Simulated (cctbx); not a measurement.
# What resolution and counting buy: Li2ScBr4

Space group I-4 (no. 82), a = 6.2350 Å, b = 6.2350 Å, c = 11.7800 Å, α = 90.00°, β = 90.00°, γ = 90.00°.

| atom | mult. | x | y | z | Ueq (Å²) |
| --- | --- | --- | --- | --- | --- |
| Br1 | 8 | 0.3053 | 0.2218 | 0.1157 | 0.0212 |
| Sc1 | 2 | 0 | 0 | 0 | 0.0258 |
| Li1 | 2 | 1/2 | 0 | 1/4 | 0.0361 |
| Li2 | 2 | 1/2 | 1/2 | 0 | 0.0459 |

The model is made up (kin elements in a known structure type, no relaxation), so it says nothing on whether the phase exists.

Five simulated data sets (cctbx; Ag Kα, λ = 0.56087 Å; 2 % proportional error) differ in resolution or exposure (noise floor 15 counts in the first three, 8 in the last two). Each is refined with the right model, isotropic at 1.1 Å and anisotropic otherwise. How do the figures of merit and the uncertainties move?

```
d min (Å)  top counts  ⟨I/σ⟩ (unmerged, absences included)  unique  param. (scale apart)   Rint      R1  GooF  largest s.u. xyz (fractional)  s.u. U of Li1 (Å²)  largest error (Å)
      1.1        5000                                  8.5     190                     7  0.033  0.0160  0.93                        0.00015              0.0082             0.0004
     0.84        5000                                  6.1     410                    15  0.041  0.0213  0.90                        0.00009              0.0079             0.0009
      0.6        5000                                  3.1    1106                    15  0.073  0.0363  0.91                        0.00008              0.0073             0.0011
     0.75         300                                  0.9     573                    15  0.296  0.0870  0.92                        0.00055              0.0115             0.0029
     0.75        3000                                  4.5     573                    15  0.054  0.0270  0.92                        0.00009              0.0078             0.0007
```

The number of reflections grows roughly as 1/d³: 190, 410 and 1106 here. R1 follows the noise rather than the truth: at 300 counts it is 0.0870, at 3000 counts 0.0270, while GooF is 0.92 and 0.92: the weights 1/σ² carry the noise. The s.u. of U (U11 where anisotropic) for Li1 goes 0.0082, 0.0079, 0.0073 Å² with resolution and 0.0115, 0.0078 Å² with exposure.

Hardware for the 0.6 Å refinement: 0.56 s on 1 thread of Arm Neoverse N1 (shared host), peak memory 0.09 GiB.

[Logs are printed without paths, hosts, clocks, repeated set-up lines and the standing remarks that a program may print on its own settings, such as how far it seeks lower states.]
